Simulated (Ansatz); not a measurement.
# What went wrong? random rutile alloy of IrO2 and SiO2 (96 atoms)

Program: Ansatz 0.2.0. The cell: 20 Si, 64 O and 12 Ir.

Input file input.yaml:

```yaml
crystal:
  lattice:
    - [8.5972, 0.0, 0.0]
    - [0.0, 8.5972, 0.0]
    - [0.0, 0.0, 11.3936]
  atoms:
    - { symbol: Si, position: [0.99703, 0.98919, 0.98872] }
    - { symbol: Si, position: [0.2533, 0.23762, 0.12588] }
    - { symbol: O, position: [0.14762, 0.14933, 0.00023] }
    - { symbol: O, position: [0.3493, 0.32424, 0.99786] }
    - { symbol: O, position: [0.10431, 0.40592, 0.12435] }
    - { symbol: O, position: [0.38592, 0.08775, 0.13928] }
    - { symbol: Ir, position: [0.00323, 0.98751, 0.2274] }
    - { symbol: Ir, position: [0.24122, 0.2577, 0.3656] }
    - { symbol: O, position: [0.14253, 0.16627, 0.22416] }
    - { symbol: O, position: [0.34913, 0.35357, 0.23062] }
    - { symbol: O, position: [0.09314, 0.44524, 0.36059] }
    - { symbol: O, position: [0.38804, 0.09656, 0.3746] }
    - { symbol: Ir, position: [0.99361, 0.99175, 0.51276] }
    - { symbol: Ir, position: [0.25448, 0.25483, 0.64175] }
    - { symbol: O, position: [0.14949, 0.17288, 0.49881] }
    - { symbol: O, position: [0.37492, 0.35356, 0.47952] }
    - { symbol: O, position: [0.13259, 0.43176, 0.61804] }
    - { symbol: O, position: [0.41422, 0.09198, 0.64158] }
    [... 72 atom lines left out ...]
    - { symbol: Si, position: [0.50539, 0.49754, 0.74985] }
    - { symbol: Si, position: [0.75745, 0.73828, 0.87791] }
    - { symbol: O, position: [0.6691, 0.64268, 0.76072] }
    - { symbol: O, position: [0.83559, 0.83128, 0.75726] }
    - { symbol: O, position: [0.60619, 0.91163, 0.87777] }
    - { symbol: O, position: [0.90597, 0.59653, 0.89512] }
kpoints:
  mp_grid: { grid: [2, 2, 1] }
hamiltonian:
  xc: pbe
scf:
  occupations: { method: tetrahedron }
  eigensolver: { kind: { support_functions: { accuracy: low } } }
  max_iter: 75
output:
  forces: true
```

Started as:

```
> ansatz run input.yaml --threads 8 --pin off --max-ram 15872MiB --backend cpu --events-out ev --progress --plain --runs-dir out
```

Output:

```text
Error: scf.eigensolver.kind.support_functions with scf.occupations.method: tetrahedron|tetrahedron_uncorrected — tetrahedra are not implemented on support functions; set another scf.occupations.method, or use scf.eigensolver.kind: auto
```

Run time: 0.03 s. Hardware: 8 threads of Arm Neoverse V1, shared host; peak memory 0.031 GiB.

What is at fault here, and what would mend it?

Tetrahedra on support functions: scf.occupations.method = "tetrahedron" and scf.occupations.width removed.

The fix is to go back to the occupations of the reference.

The program refused it before any cycle.

[Logs are printed without paths, hosts, clocks, repeated set-up lines and the standing remarks that a program may print on its own settings, such as how far it seeks lower states.]

[Hosts, paths, dates, database ids (printed as entryN), source tags and the programs' standing remarks are cut or masked in the printed files.]
